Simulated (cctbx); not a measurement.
# What is wrong with this refinement?

Cell a = 12.5340 Å, b = 6.7780 Å, c = 6.8100 Å, α = 90.00°, β = 121.94°, γ = 90.00°; space group C2/m (no. 12).

Simulated single-crystal data (cctbx): Mo Kα, λ = 0.71073 Å, to d = 0.65 Å, 70 % of the full sphere, strongest reflection 40000 counts, noise from counting, a 6 % proportional error and a noise floor of 2 counts (s.d.); no absorption.

An anisotropic refinement with weights 1/σ² prints:

```text
Rint 0.048, 986 unique reflections to 0.65 A
cycle     R1     wR2    GooF  max shift (A)
   1  0.1116  0.3136   4.399   0.04578
   4  0.0365  0.0921   1.292   0.00033
final R1 0.0366 wR2 0.0920 GooF 1.291  parameters 45  data/parameter 21.9
atom        x        y        z      Ueq    occ   su(xyz)  su(Uiso or U11)
Nb1    0.00000  0.00000  0.00000   0.0196  1.000  0.00000  0.0002
Cu1    0.25000  0.75000  0.50000   0.0390  1.000  0.00000  0.0003
Cu2    0.00000  0.50000  0.00000   0.0301  1.000  0.00000  0.0003
S1     0.02425  0.74675  0.78451   0.0374  1.000  0.00018  0.0004
S2     0.23061  0.50000  0.26524   0.0414  1.000  0.00025  0.0005
O1     0.23281  0.00000  0.26040   0.0552  1.000  0.00090  0.0029
Li1    0.25000  0.25000  0.00000   0.3059  1.000  0.00000  0.0965
Li2    0.00000  0.00000  0.50000   0.2016  1.000  0.00000  0.0689
difference map: max 4.08 min -0.62 rms 0.20
Q1    0.0000  0.5000  0.5000    2    4.19  2.45 A from S1
Q2    0.0000  0.0000  0.5000    2    3.19  0.00 A from Li2
Q3    0.2500  0.2500  0.0000    4    2.27  0.00 A from Li1
Q4    0.2394  0.5000  0.2337    4    0.67  0.29 A from S2
Q5    0.0021  0.2513  0.2734    8    0.65  0.36 A from S1
Q6    0.0981  0.5000  0.2147    4    0.50  1.32 A from Cu2
```

Q: Accept it or mend it, and why?

Mend it. The fault: an atom left out, Li at (0, 1/2, 1/2). Against the right model at the same level, R1 goes from 0.0239 to 0.0366 and GooF from 0.90 to 1.29 and the top difference peak, 4.2 e/Å³, lies 2.45 Å from S1. Q1 is the missing atom. With scattering power missing, scale and phases suffer, so peaks may also grow on the heavy atoms.

The compound is Li4NbCu3S6O2. The right model at the same level gives:

```text
Rint 0.048, 986 unique reflections to 0.65 A
cycle     R1     wR2    GooF  max shift (A)
   1  0.1073  0.3026   4.254   0.04618
   2  0.0239  0.0643   0.904   0.00013
final R1 0.0239 wR2 0.0643 GooF 0.904  parameters 49  data/parameter 20.1
atom        x        y        z      Ueq    occ   su(xyz)  su(Uiso or U11)
Nb1    0.00000  0.00000  0.00000   0.0199  1.000  0.00000  0.0001
Cu1    0.25000  0.75000  0.50000   0.0392  1.000  0.00000  0.0002
Cu2    0.00000  0.50000  0.00000   0.0304  1.000  0.00000  0.0002
S1     0.02408  0.74687  0.78403   0.0375  1.000  0.00013  0.0003
S2     0.23062  0.50000  0.26458   0.0415  1.000  0.00018  0.0004
O1     0.23246  0.00000  0.25878   0.0530  1.000  0.00062  0.0019
Li1    0.25000  0.25000  0.00000   0.0895  1.000  0.00000  0.0084
Li2    0.00000  0.00000  0.50000   0.0552  1.000  0.00000  0.0068
Li3    0.00000  0.50000  0.50000   0.0604  1.000  0.00000  0.0052
difference map: max 0.52 min -0.58 rms 0.13
Q1    0.0965  0.5000  0.2126    4    0.53  1.31 A from Cu2
Q2    0.1109  0.0000  0.7542    4    0.49  1.54 A from Li2
Q3    0.0724  0.5000  0.3362    4    0.44  1.77 A from Li3
Q4    0.0387  0.0000  0.3843    4    0.42  1.12 A from Li2
Q5    0.2030  0.2596  0.7839    8    0.41  1.26 A from Li1
Q6    0.0897  0.1677  0.6029    8    0.40  1.49 A from Li2
```

The model is made up (kin elements in a known structure type, no relaxation), so it says nothing on whether the phase exists.

[Middle refinement cycles are left out of these outputs.]

[Logs are printed without paths, hosts, clocks, repeated set-up lines and the standing remarks that a program may print on its own settings, such as how far it seeks lower states.]
